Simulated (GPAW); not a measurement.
Consider BePd (Pm-3m).

```cif
data_structure
_symmetry_space_group_name_H-M 'P 1'
_symmetry_Int_Tables_number 1
_cell_length_a 2.8130
_cell_length_b 2.8130
_cell_length_c 2.8130
_cell_angle_alpha 90.000
_cell_angle_beta 90.000
_cell_angle_gamma 90.000
_cell_volume 22.26
loop_
_atom_site_label
_atom_site_type_symbol
_atom_site_fract_x
_atom_site_fract_y
_atom_site_fract_z
_atom_site_occupancy
Pd1 Pd 0.50000 0.50000 0.50000 1
Be2 Be 0.00000 0.00000 0.00000 1
```

Absorber: atom 2, with 8 Pd at 2.44 Å and 6 Be at 2.81 Å (cube and octahedron, as in bcc, site symmetry m-3m). Method: GPAW, LDA, excited-electron core hole (neutral cell), 16-atom cell with 5.6 Å between holes, 6×6×6 k points, dipole transitions, Gaussian full width 0.9 eV up to 4 eV, rising linearly to 3.5 eV at 25 eV.

Question: Where do the maxima of the Be K edge fall?

Main maxima up to 24 eV above the zero (height): 1.0 eV (1.27), 5.3 eV (4.30) and 15.2 eV (0.90). A K edge sees empty p states on the absorber. The total-energy difference is 115.11 eV. One term is added: -4.44 eV, since the hole is spin-paired here and a spin-polarised one costs that much less in the free atom (computed apart). The photon energy is then 110.67 eV. The tabulated edge of the element is 111.5 eV. The functional leaves an error in such absolute values: in the free atom LDA prices this hole 1.6 eV below PBE (computed apart), and PBE is itself good to a few eV.

The Be K spectrum (energy from the lowest empty level; intensity scaled to a mean of 1 over the first 20 eV):

| E (eV) | intensity |
| --- | --- |
| -2.0 | 0.00 |
| -1.5 | 0.00 |
| -1.0 | 0.01 |
| -0.5 | 0.14 |
| 0.0 | 0.63 |
| 0.5 | 1.06 |
| 1.0 | 1.27 |
| 1.5 | 1.20 |
| 2.0 | 1.10 |
| 2.5 | 0.82 |
| 3.0 | 0.80 |
| 3.5 | 0.84 |
| 4.0 | 1.01 |
| 4.5 | 2.03 |
| 5.0 | 3.76 |
| 5.5 | 4.19 |
| 6.0 | 2.81 |
| 6.5 | 1.69 |
| 7.0 | 1.46 |
| 7.5 | 1.24 |
| 8.0 | 0.78 |
| 8.5 | 0.44 |
| 9.0 | 0.30 |
| 9.5 | 0.28 |
| 10.0 | 0.32 |
| 10.5 | 0.37 |
| 11.0 | 0.41 |
| 11.5 | 0.44 |
| 12.0 | 0.47 |
| 12.5 | 0.53 |
| 13.0 | 0.60 |
| 13.5 | 0.67 |
| 14.0 | 0.76 |
| 14.5 | 0.84 |
| 15.0 | 0.89 |
| 15.5 | 0.89 |
| 16.0 | 0.83 |
| 16.5 | 0.74 |
| 17.0 | 0.66 |
| 17.5 | 0.60 |
| 18.0 | 0.56 |
| 18.5 | 0.54 |
| 19.0 | 0.53 |
| 19.5 | 0.54 |
| 20.0 | 0.56 |
| 20.5 | 0.58 |
| 21.0 | 0.59 |
| 21.5 | 0.61 |
| 22.0 | 0.62 |
| 22.5 | 0.63 |
| 23.0 | 0.65 |
| 23.5 | 0.66 |
| 24.0 | 0.68 |
| 24.5 | 0.70 |
| 25.0 | 0.72 |
| 25.5 | 0.73 |
| 26.0 | 0.75 |
| 26.5 | 0.75 |
| 27.0 | 0.74 |
| 27.5 | 0.72 |
| 28.0 | 0.68 |
| 28.5 | 0.63 |
| 29.0 | 0.58 |
| 29.5 | 0.54 |
| 30.0 | 0.51 |
| 30.5 | 0.50 |
| 31.0 | 0.50 |
| 31.5 | 0.51 |
| 32.0 | 0.52 |

The holes are only 5.6 Å apart, so the shape is probably not converged with cell size; no larger cell was run here. The structure is a published determination, not relaxed.

[Banner, clock and machine lines of the logs are left out without a mark of their own.]

[Logs are printed without paths, hosts, clocks, repeated set-up lines and the standing remarks that a program may print on its own settings, such as how far it seeks lower states.]

[Hosts, paths, dates, database ids (printed as entryN), source tags and the programs' standing remarks are cut or masked in the printed files.]

[Lists of maxima count a maximum above −3 eV only where it reaches 4 % of the highest in the window and stands out from its surroundings by 2 % of it (1.5 % where it reaches 55 %); shoulders and weaker maxima are passed over, and of the rest the first, up to two pre-edge ones and the few strongest are named.]
